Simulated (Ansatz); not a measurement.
# Br on Mo(100): change of the work function, part 2 of 5

Wanted: Δφ(θ) for Br/Mo(100), starting from the bridge site.

Ansatz 0.2.0; plane-wave DFT, PBE, Ansatz PAW.

So far, work function, upper face (eV): step 2 (the clean slab) 3.90.

**3. The covered slab, k-mesh 5×5×1, coverage 0.25 ML**

System of this step: Br/Mo(100). The cell holds 21 atoms: 20 Mo and 1 Br. Cell: a = 6.300 Å, b = 6.300 Å, c = 26.559 Å, α = 90.0°, β = 90.0°, γ = 90.0°. Vacuum lies along c.

The clean slab as it ended is repeated in the plane and the adsorbate is set on one face; the cell's size fixes the coverage, and the k-mesh shrinks with it to keep the sampling density about even. Adsorbate and upper layers relax, since the dipole depends on the height.

The input, input.yaml:

```yaml
crystal:
  lattice:
    - [6.3, 0.0, 0.0]
    - [0.0, 6.3, 0.0]
    - [0.0, 0.0, 26.5592000182]
  atoms:
    - { symbol: Mo, position: [0.0, 0.0, 0.3388656283] }
    - { symbol: Mo, position: [0.25, 0.25, 0.3981671132] }
    - { symbol: Mo, position: [0.0, 0.0, 0.456380935] }
    - { symbol: Mo, position: [0.25, 0.25, 0.5182916284] }
    - { symbol: Mo, position: [0.0, 0.0, 0.570484315] }
    - { symbol: Mo, position: [0.0, 0.5, 0.3388656283] }
    - { symbol: Mo, position: [0.25, 0.75, 0.3981671132] }
    - { symbol: Mo, position: [0.0, 0.5, 0.456380935] }
    - { symbol: Mo, position: [0.25, 0.75, 0.5182916284] }
    - { symbol: Mo, position: [0.0, 0.5, 0.570484315] }
    - { symbol: Mo, position: [0.5, 0.0, 0.3388656283] }
    - { symbol: Mo, position: [0.75, 0.25, 0.3981671132] }
    - { symbol: Mo, position: [0.5, 0.0, 0.456380935] }
    - { symbol: Mo, position: [0.75, 0.25, 0.5182916284] }
    - { symbol: Mo, position: [0.5, 0.0, 0.570484315] }
    - { symbol: Mo, position: [0.5, 0.5, 0.3388656283] }
    - { symbol: Mo, position: [0.75, 0.75, 0.3981671132] }
    - { symbol: Mo, position: [0.5, 0.5, 0.456380935] }
    - { symbol: Mo, position: [0.75, 0.75, 0.5182916284] }
    - { symbol: Mo, position: [0.5, 0.5, 0.570484315] }
    - { symbol: Br, position: [0.25, 0.0, 0.6611343717] }
kpoints:
  mp_grid: { grid: [5, 5, 1] }
hamiltonian:
  xc: pbe
scf:
  occupations: { method: fermi_dirac, width: 0.1 }
  convergence: { dr2_threshold: 1.0e-08 }
efield:
  axis: 3
  dipole_correction: true
  ramp_position: 0.97
  ramp_width: 0.06
relax:
  f_tol: 0.02
  max_steps: 60
  constraints: [{ sites: [0, 1, 5, 6, 10, 11, 15, 16] }]
output:
  bader: true
  dos: { projected: true, e_range: [-8, 4] }
  write_potential: true
  write_density: true
  volumetric_format: npy
  elf: true
```

Run with:

```
$ ansatz run input.yaml --threads 4 --pin off --max-ram 12288MiB --backend cpu --events-out ev --progress --plain --runs-dir out
```

Numbers of over 12 decimals in the logs are rounded to 6 here.

Log:

```text
[...]
Crystal: 21 atoms, lattice volume = 1054.135 Å³
Basis set: ecut = 420 eV, 20669 PW (Γ), exchange–correlation on 90×90×360 points (8 copies of the dense FFT grid, shifted against one another)
Bands: 173, of which v1, the nominal top of the filled ones, is band 144 counted from 1 (143 counted from 0)
Symmetry: 4 space group operations
[...]
k-points: 9 of 25
[...]
SCF iter   1: F=—  HF=-101889.703200 eV  |F-HF|=—  |Δ(HF+E_count)|=         —  Δρ=7.88e-3  dr2=2.50e0  ethr=1.77e-3  p=-0.118 e·Å  D=-2.02e-2 V/Å  ΔV_dip=0.54 eV  dr2_dipole=3.69e-2  V_vac-E_F(+/−)=4.56/4.02 eV  ⟨swp⟩=10.7  Hψ=8317  notcnv=0
[...]
SCF iter  11: F=-101889.546429 eV  HF=-101889.546429 eV  |F-HF|=5.97e-9  |Δ(HF+E_count)|=   8.91e-9  Δρ=3.31e-7  dr2=3.67e-9  ethr=3.48e-12  p=-0.176 e·Å  D=-3.02e-2 V/Å  ΔV_dip=0.80 eV  dr2_dipole=2.91e-13  V_vac-E_F(+/−)=4.80/4.00 eV  ⟨swp⟩=12.6  Hψ=11638  notcnv=0
SCF 1 converged in 11 iterations: F = -101889.546429 eV  dr2 = 3.67e-9
[...]
relax step   1: F+E_penalty+E_count = -101889.54642878 eV  Δ(F+E_penalty+E_count) = +0.000e0 eV  max|allowed force component| = 1.176e0 eV/Å  Δτ_max = 0.0000 Å  (11 SCF iters, accepted)
[...]
SCF iter  10: F=-101889.733084 eV  HF=-101889.733084 eV  |F-HF|=5.97e-9  |Δ(HF+E_count)|=   6.24e-8  Δρ=5.57e-7  dr2=7.53e-9  ethr=3.48e-12  p=-0.082 e·Å  D=-1.41e-2 V/Å  ΔV_dip=0.38 eV  dr2_dipole=9.24e-10  V_vac-E_F(+/−)=4.37/4.00 eV  ⟨swp⟩=11.7  Hψ=11764  notcnv=0
SCF 2 converged in 10 iterations: F = -101889.733084 eV  dr2 = 7.53e-9
relax step   2: F+E_penalty+E_count = -101889.73308447 eV  Δ(F+E_penalty+E_count) = -1.867e-1 eV  max|allowed force component| = 3.838e-1 eV/Å  Δτ_max = 0.1240 Å  (10 SCF iters, accepted)
SCF iter   1: F=—  HF=-101889.797956 eV  |F-HF|=—  |Δ(HF+E_count)|=         —  Δρ=3.87e-3  dr2=5.92e-1  ethr=2.87e-3  p=-0.082 e·Å  D=-1.41e-2 V/Å  ΔV_dip=0.38 eV  dr2_dipole=1.37e-1  V_vac-E_F(+/−)=4.37/4.00 eV  ⟨swp⟩=4.2  Hψ=3686  notcnv=0
[...]
SCF iter  10: F=-101889.766426 eV  HF=-101889.766426 eV  |F-HF|=2.33e-10  |Δ(HF+E_count)|=   5.73e-9  Δρ=4.12e-7  dr2=6.78e-9  ethr=3.48e-12  p=-0.051 e·Å  D=-8.74e-3 V/Å  ΔV_dip=0.23 eV  dr2_dipole=6.17e-10  V_vac-E_F(+/−)=4.23/4.00 eV  ⟨swp⟩=11.9  Hψ=11781  notcnv=0
SCF 3 converged in 10 iterations: F = -101889.766426 eV  dr2 = 6.78e-9
[...]
relax step   3: F+E_penalty+E_count = -101889.76642560 eV  Δ(F+E_penalty+E_count) = -3.334e-2 eV  max|allowed force component| = 3.987e-1 eV/Å  Δτ_max = 0.1771 Å  (10 SCF iters, accepted)
[...]
relax step   4: F+E_penalty+E_count = -101889.79044563 eV  Δ(F+E_penalty+E_count) = -2.402e-2 eV  max|allowed force component| = 1.250e-1 eV/Å  Δτ_max = 0.0509 Å  (9 SCF iters, accepted)
[...]
relax step   5: F+E_penalty+E_count = -101889.80008544 eV  Δ(F+E_penalty+E_count) = -9.640e-3 eV  max|allowed force component| = 7.876e-2 eV/Å  Δτ_max = 0.0417 Å  (9 SCF iters, accepted)
[...]
relax step   6: F+E_penalty+E_count = -101889.80867887 eV  Δ(F+E_penalty+E_count) = -8.593e-3 eV  max|allowed force component| = 5.061e-2 eV/Å  Δτ_max = 0.0398 Å  (10 SCF iters, accepted)
[...]
relax step   7: F+E_penalty+E_count = -101889.80951160 eV  Δ(F+E_penalty+E_count) = -8.327e-4 eV  max|allowed force component| = 3.520e-2 eV/Å  Δτ_max = 0.0216 Å  (8 SCF iters, accepted)
SCF iter   1: F=—  HF=-101889.810490 eV  |F-HF|=—  |Δ(HF+E_count)|=         —  Δρ=2.86e-4  dr2=1.02e-3  ethr=7.36e-6  p=-0.073 e·Å  D=-1.26e-2 V/Å  ΔV_dip=0.33 eV  dr2_dipole=2.29e-5  V_vac-E_F(+/−)=4.32/3.99 eV  ⟨swp⟩=2.0  Hψ=2425  notcnv=0
[...]
SCF iter   7: F=-101889.809919 eV  HF=-101889.809919 eV  |F-HF|=8.09e-9  |Δ(HF+E_count)|=   2.65e-8  Δρ=4.23e-7  dr2=4.25e-9  ethr=3.48e-12  p=-0.074 e·Å  D=-1.26e-2 V/Å  ΔV_dip=0.34 eV  dr2_dipole=1.24e-11  V_vac-E_F(+/−)=4.32/3.99 eV  ⟨swp⟩=12.0  Hψ=11584  notcnv=0
SCF 8 converged in 7 iterations: F = -101889.809919 eV  dr2 = 4.25e-9
relax step   8: F+E_penalty+E_count = -101889.80991898 eV  Δ(F+E_penalty+E_count) = -4.074e-4 eV  max|allowed force component| = 5.243e-3 eV/Å  Δτ_max = 0.0043 Å  (7 SCF iters, accepted)
NSCF: frozen V_eff on 9 k-points
[...]
SCF converged after 7 iterations
Free energy (F): -101889.809919 eV
[...]
Internal energy: -101889.019411 eV  (E = F + TS)
E sigma→0 (E₀):  -101889.414665 eV
Entropy (-TS):   -0.790508 eV (-37.643 meV/atom)
Fermi energy:    3.648913 eV
Dipole field:    D = -0.012632 V/Å  (p = -0.073589 e·Å, saw-weighted, corrected)
Work function:   Φ+ = 4.3208 eV   Φ− = 3.9853 eV
[...]
--- Forces (eV/Å), atoms counted from 1 ---
  atom   1  Mo     0.03484945     0.00000000     1.16745779
  atom   2  Mo     0.00000000    -0.05843887    -1.10095651
  atom   3  Mo     0.00324252     0.00000000     0.00154239
  atom   4  Mo     0.00000000     0.00273072    -0.00412448
  atom   5  Mo     0.00282468     0.00000000     0.00144821
  atom   6  Mo    -0.00866041     0.00000000     1.11915162
  atom   7  Mo     0.00000000     0.05843887    -1.10095651
  atom   8  Mo     0.00212575     0.00000000    -0.00524276
  atom   9  Mo     0.00000000    -0.00273072    -0.00412448
  atom  10  Mo     0.00307340     0.00000000     0.00454193
  atom  11  Mo    -0.03484945     0.00000000     1.16745779
  atom  12  Mo     0.00000000    -0.01624374    -1.18394791
  atom  13  Mo    -0.00324252     0.00000000     0.00154239
  atom  14  Mo     0.00000000    -0.00111284    -0.00184763
  atom  15  Mo    -0.00282468     0.00000000     0.00144821
  atom  16  Mo     0.00866041     0.00000000     1.11915162
  atom  17  Mo     0.00000000     0.01624374    -1.18394791
  atom  18  Mo    -0.00212575     0.00000000    -0.00524276
  atom  19  Mo     0.00000000     0.00111284    -0.00184763
  atom  20  Mo    -0.00307340     0.00000000     0.00454193
  atom  21  Br     0.00000000     0.00000000     0.00395095
  max |Σ_I F_I| component: 3.71e-6 eV/Å
--- Band table (eV; the first three rows and the last of 9) ---
  k-point 0: bands = [... 140 lower, 3.5247, 3.5274, 3.5740, 3.6260, 3.7097, 3.8424, 3.9279, 4.1218, ... 25 higher]
  k-point 1: bands = [... 140 lower, 3.5997, 3.6395, 3.7168, 3.7197, 3.7916, 3.8362, 4.0264, 4.0684, ... 25 higher]
  k-point 2: bands = [... 140 lower, 3.4498, 3.5082, 3.5604, 3.7706, 3.9466, 3.9886, 4.0289, 4.0625, ... 25 higher]
  k-point 8: bands = [... 140 lower, 3.2958, 3.3618, 3.3989, 3.5111, 3.5813, 3.6003, 3.6405, 3.6569, ... 25 higher]
--- Relaxed structure (8 steps of the walk, 8 accepted, 0 SCFs on fresh bases) ---
  F+E_penalty+E_count = -101889.80991898 eV   max|allowed force component| = 5.243e-3 eV/Å
  atoms:
    - { symbol: Mo, position: [0.0, 0.0, 0.338866] }
    - { symbol: Mo, position: [0.250000, 0.250000, 0.398167] }
    - { symbol: Mo, position: [-0.0015607, 0.0, 0.457314] }
    - { symbol: Mo, position: [0.250000, 0.250738, 0.517582] }
    - { symbol: Mo, position: [-0.022038, 0.0, 0.573796] }
    - { symbol: Mo, position: [0.0, 0.500000, 0.338866] }
    - { symbol: Mo, position: [0.250000, 0.750000, 0.398167] }
    - { symbol: Mo, position: [0.000140091, 0.500000, 0.456106] }
    - { symbol: Mo, position: [0.250000, 0.749262, 0.517582] }
    - { symbol: Mo, position: [0.015992, 0.500000, 0.570861] }
    - { symbol: Mo, position: [0.500000, 0.0, 0.338866] }
    - { symbol: Mo, position: [0.750000, 0.250000, 0.398167] }
    - { symbol: Mo, position: [0.501561, 0.0, 0.457314] }
    - { symbol: Mo, position: [0.750000, 0.253534, 0.517889] }
    - { symbol: Mo, position: [0.522038, 0.0, 0.573796] }
    - { symbol: Mo, position: [0.500000, 0.500000, 0.338866] }
    - { symbol: Mo, position: [0.750000, 0.750000, 0.398167] }
    - { symbol: Mo, position: [0.499860, 0.500000, 0.456106] }
    - { symbol: Mo, position: [0.750000, 0.746466, 0.517889] }
    - { symbol: Mo, position: [0.484008, 0.500000, 0.570861] }
    - { symbol: Br, position: [0.250000, 0.0, 0.651095] }
--- Bader charges: 21 sites ---
  site symbol  charge [e]  shift [e]
     0     Mo     -0.0700     0.0000
     1     Mo      0.0452     0.0000
     2     Mo      0.0530     0.0000
     3     Mo      0.0790     0.0000
     4     Mo      0.1305     0.0001
     5     Mo     -0.0692     0.0000
     6     Mo      0.0453     0.0000
     7     Mo      0.0690     0.0000
     8     Mo      0.0790     0.0000
     9     Mo     -0.0327     0.0001
    10     Mo     -0.0700     0.0000
    11     Mo      0.0436     0.0000
    12     Mo      0.0530     0.0000
    13     Mo      0.0388     0.0000
    14     Mo      0.1305     0.0001
    15     Mo     -0.0692     0.0000
    16     Mo      0.0436     0.0000
    17     Mo      0.0690     0.0000
    18     Mo      0.0388     0.0000
    19     Mo     -0.0328     0.0001
    20     Br     -0.5745     0.0002
  estimated error of the sums over rays = 6.6e-4 e
```

It took 8 min on 4 threads of Intel Xeon Platinum 8259CL at 2.50GHz (Skylake/Cascade Lake), shared host; peak memory 4.2 GiB; 30 min of CPU time.

This run has no spin polarisation although its electron count is odd.

Step by step:

```tsv
step	energy less that of the first step (eV)	largest force component (eV/Å)
1	0.0000	1.1758
2	-0.1867	0.3838
3	-0.2200	0.3987
4	-0.2440	0.1250
5	-0.2537	0.0788
6	-0.2622	0.0506
7	-0.2631	0.0352
8	-0.2635	0.0052
```

Forces are held to the 4 operations that the run works with; a distortion that breaks them can't arise in this run.

The atoms that moved most (Å):

```tsv
atom	dx	dy	dz	length
Br21	0.000	0.000	-0.267	0.267
Mo15	0.139	0.000	0.088	0.164
Mo5	-0.139	0.000	0.088	0.164
Mo10	0.101	0.000	0.010	0.101
Mo20	-0.101	0.000	0.010	0.101
Mo13	0.010	0.000	0.025	0.027
Mo3	-0.010	0.000	0.025	0.027
Mo19	0.000	-0.022	-0.011	0.025
```

Final coordinates:

```xyz
21
Lattice="6.3000 0.0000 0.0000 0.0000 6.3000 0.0000 0.0000 0.0000 26.5592" Properties=species:S:1:pos:R:3
Mo    0.0000    0.0000    9.0000
Mo    1.5750    1.5750   10.5750
Mo   -0.0098    0.0000   12.1459
Mo    1.5750    1.5796   13.7466
Mo   -0.1388    0.0000   15.2396
Mo    0.0000    3.1500    9.0000
Mo    1.5750    4.7250   10.5750
Mo    0.0009    3.1500   12.1138
Mo    1.5750    4.7204   13.7466
Mo    0.1008    3.1500   15.1616
Mo    3.1500    0.0000    9.0000
Mo    4.7250    1.5750   10.5750
Mo    3.1598    0.0000   12.1459
Mo    4.7250    1.5973   13.7547
Mo    3.2888    0.0000   15.2396
Mo    3.1500    3.1500    9.0000
Mo    4.7250    4.7250   10.5750
Mo    3.1491    3.1500   12.1138
Mo    4.7250    4.7027   13.7547
Mo    3.0492    3.1500   15.1616
Br    1.5750    0.0000   17.2926
```

Numbers from this step:

```
energy at zero smearing        : -101889.4147 eV
work function, upper face      : 4.321 eV
work function, lower face      : 3.985 eV
dipole along the normal        : -0.07359 e·Å
step between the vacuum levels : 0.3355 eV
```

Running mean over 1.575 Å of the planar mean; the ramp of the sawtooth is left out. The electron's electrostatic potential energy less the Fermi level by z:

```tsv
z (Å)	electron's electrostatic potential energy less the Fermi level (eV)
3.5	3.98
4.0	3.98
4.5	3.98
5.0	3.98
5.5	3.96
6.0	3.90
6.5	3.73
7.0	3.24
7.5	1.71
8.0	-2.52
8.5	-8.16
9.0	-11.5
9.5	-12.3
10.0	-12.5
10.5	-12.7
11.0	-13.0
11.5	-13.1
12.0	-12.9
12.5	-12.5
13.0	-12.3
13.5	-12.7
14.0	-13.5
14.5	-13.9
15.0	-13.0
15.5	-10.3
16.0	-5.40
16.5	-1.25
17.0	0.181
17.5	0.899
18.0	2.20
18.5	3.55
19.0	4.16
19.5	4.29
20.0	4.31
20.5	4.32
21.0	4.32
21.5	4.32
22.0	4.32
22.5	4.32
23.0	4.32
```

The density of states has structure finer than the step of the table below, so its rows give means over 0.25 eV, whole bins alone (the curve runs from -8 to 1.71 eV). Peaks (eV: height): -3.910: 44.9, -3.490: 45.0, -2.710: 91.3, 0.810: 53.2, 1.080: 49.1, 1.470: 47.2, 1.530: 49.2.

Table of density of states by energy, zero at the Fermi level; means over each step:

energy (eV), density of states (states/eV a cell) and a bar:
```
    -6.75        0.0 
    -6.50        0.4 
    -6.25        1.4 #
    -6.00        1.4 #
    -5.75        2.5 #
    -5.50        1.2 #
    -5.25        2.7 ##
    -5.00        8.6 #####
    -4.75       21.9 #############
    -4.50       23.9 ##############
    -4.25       22.3 #############
    -4.00       27.7 ################
    -3.75       16.8 ##########
    -3.50       30.0 #################
    -3.25       29.3 #################
    -3.00       27.0 ################
    -2.75       51.5 ##############################
    -2.50       18.0 ##########
    -2.25       26.6 ################
    -2.00       28.4 #################
    -1.75       23.4 ##############
    -1.50       22.3 #############
    -1.25       22.8 #############
    -1.00       19.8 ############
    -0.75       24.9 ###############
    -0.50       16.3 #########
    -0.25       16.6 ##########
     0.00       27.2 ################
     0.25       23.3 ##############
     0.50       17.2 ##########
     0.75       22.8 #############
     1.00       31.8 ###################
     1.25       35.6 #####################
     1.50       37.0 ######################
```

Projected DOS per atom over height of the atomic layer and energy from the Fermi level. Layers: Mo4 Mo4 Mo4 Mo4 Mo4 Br from below.

Values in states/eV, 22 rows by 6 columns, each cell a mean:
```
2.19 1.78 1.64 1.68 1.65 0.12
1.94 1.29 1.52 1.20 1.41 0.14
1.17 0.64 1.01 0.63 1.21 0.19
2.39 0.63 0.86 0.54 1.59 0.15
1.85 0.41 0.51 0.43 1.35 0.20
1.97 0.78 0.52 0.74 1.83 0.17
1.46 0.82 0.81 0.80 1.50 0.21
1.26 1.06 1.20 1.00 1.18 0.23
1.62 1.37 1.14 1.35 1.54 0.38
1.04 1.25 0.96 1.32 1.00 0.59
1.20 2.00 1.49 2.08 1.33 0.85
1.35 1.93 1.89 1.65 1.03 0.64
0.47 1.05 1.12 1.06 0.72 2.12
0.39 1.23 1.61 1.21 0.64 2.74
0.29 0.95 1.33 1.14 0.68 3.03
0.07 0.20 0.25 0.25 0.21 0.93
0.03 0.10 0.15 0.12 0.05 0.06
0.02 0.08 0.12 0.09 0.03 0.03
0.01 0.04 0.06 0.04 0.01 0.01
0.00 0.00 0.00 0.00 0.00 0.00
0.00 0.00 0.00 0.00 0.00 0.00
0.00 0.00 0.00 0.00 0.00 0.00
```
Columns: height of the atomic layer (Å) from 9 to 17.3 (not evenly spaced); rows upwards: energy from the Fermi level (eV) from -7.96 to 1.65.

ELF in the ca plane at fractional y = 0.000, with atoms of Mo and Br within 0.2 Å of it. It is the smooth field of the valence electrons, not physical close to the nuclei.

Ten even steps from '0' (0.00) to '9' (0.87), each cell a mean:
```
67675243277674242575672011210000000000000000
46763354246753353367862000000000000000000000
22323444422223454224432110000000000000000000
33334444543334445543344321000000000000000000
33334444443334445543333321000000000000000000
23333444322223454234432110000000000000000000
47764354246753353367862000000000000000000000
67675243277674242575672112211000000000000000
77476232276574242576772246543100000000000000
58775243268773343367742689876310000000000000
34543454334433454333215998998521000000000000
22234444432234444432138842699631000000000000
33344444554345434443248710399741000000000000
22233444432234444432138942699631000000000000
34543454334433454333215999998521000000000000
58775243268773343367742689875310000000000000
77476232276474242576772246543100000000000000
```
Columns run along c (16.0 Å, from fractional 0.31 to 0.91 of the cell), rows up along a (6.3 Å). Atoms in or near the plane, at fractional coordinates: Mo at (0.34, 0.00), Mo at (0.46, 0.00), Mo at (0.57, 0.98), Mo at (0.34, 0.50), Mo at (0.46, 0.50), Mo at (0.57, 0.52), Br at (0.65, 0.25).

Electrostatic potential energy in the ca plane at fractional y = 0.000, with atoms of Mo and Br within 0.2 Å of it. With pseudopotentials it is smooth inside the atoms' cores, unlike the true potential.

Values in eV, 9 rows by 16 columns, each cell a mean:
```
-44 -33   3 -36 -43   2 -35 -55   0   7   8   8   8   8   8   8
 -2   0   4  -1  -3   4  -3  -9   5   7   8   8   8   8   8   8
  1   3   4   2   1   5   0  -3   5   8   8   8   8   8   8   8
-34 -25   4 -27 -34   3 -28 -46   1   7   8   8   8   8   8   8
-57 -46   2 -47 -56   1 -37 -58  -1   6   8   8   8   8   8   8
-20 -14   4 -15 -19   4  -5 -14  -9 -21   6   8   8   8   8   8
  4   4   4   4   4   4   5   4 -34 -64   2   8   8   8   8   8
-11  -7   4  -7 -10   4  -1  -6 -15 -34   5   8   8   8   8   8
-53 -42   2 -43 -51   1 -31 -51  -1   4   7   8   8   8   8   8
```
Columns run along c (16.0 Å, from fractional 0.31 to 0.91 of the cell; values clipped at the 3rd and 97th percentile), rows up along a (6.3 Å). Atoms in or near the plane, at fractional coordinates: Mo at (0.34, 0.00), Mo at (0.46, 0.00), Mo at (0.57, 0.98), Mo at (0.34, 0.50), Mo at (0.46, 0.50), Mo at (0.57, 0.52), Br at (0.65, 0.25).

Valence density in the ca plane at fractional y = 0.000, with atoms of Mo and Br within 0.2 Å of it. It is the smooth field of the valence electrons, not physical close to the nuclei.

Ten even steps from '0' (0.0 e/Å³) to '9' (6.5 e/Å³), each cell a mean:
```
27973000148961000279940000000000000000000000
13431000014420000146520000000000000000000000
00000000000000000011100000000000000000000000
00000000000000000000000000000000000000000000
00000000000000000000000000000000000000000000
00100000000100000011100000000000000000000000
13431000014420000146620000000000000000000000
37973000149961000279940000000000000000000000
38983000159972000279840000000000000000000000
25752000036741000135410000000000000000000000
01210000001210000001000111100000000000000000
00000000000000000000000111110000000000000000
00000000000000000000000100110000000000000000
00000000000000000000000111110000000000000000
01210000011210000001000111100000000000000000
26752000036741000135410000000000000000000000
38983000159972000279840000000000000000000000
```
Columns run along c (16.0 Å, from fractional 0.31 to 0.91 of the cell), rows up along a (6.3 Å). Atoms in or near the plane, at fractional coordinates: Mo at (0.34, 0.00), Mo at (0.46, 0.00), Mo at (0.57, 0.98), Mo at (0.34, 0.50), Mo at (0.46, 0.50), Mo at (0.57, 0.52), Br at (0.65, 0.25).

The relaxation took 8 steps and lowered the energy by 0.26 eV; the largest force on the free atoms ends at 0.0052 eV/Å.

By hand: a sheet of dipoles makes a step −p/(ε₀A) in the electron's potential. With e/ε₀ = 180.95 V·Å, p = -0.07359 e·Å and A = 39.69 Å², that is −180.95 × (-0.07359) / 39.69 = +0.336 eV, and the two vacuum levels of the run differ by +0.336 eV.

The covered face has 4.32 eV, +0.42 eV against the clean one; the bare back face has moved by -0.00 eV, a measure of how thin the slab is.

(Part 2 of 5 ends here.)

[Logs are printed without paths, hosts, clocks, repeated set-up lines and the standing remarks that a program may print on its own settings, such as how far it seeks lower states.]

[Hosts, paths, dates, database ids (printed as entryN), source tags and the programs' standing remarks are cut or masked in the printed files.]

[Maps of the electrostatic potential energy from Ansatz leave out the sawtooth potential of an applied field or a dipole correction, so their vacuum need not be flat; planar profiles and work functions include it.]

[The density of states shown here was stored with 400 of the rows of the run's finer table, so its peaks can read low, often by over a quarter, or be missed, and its means over a window can be off by a tenth or more.]
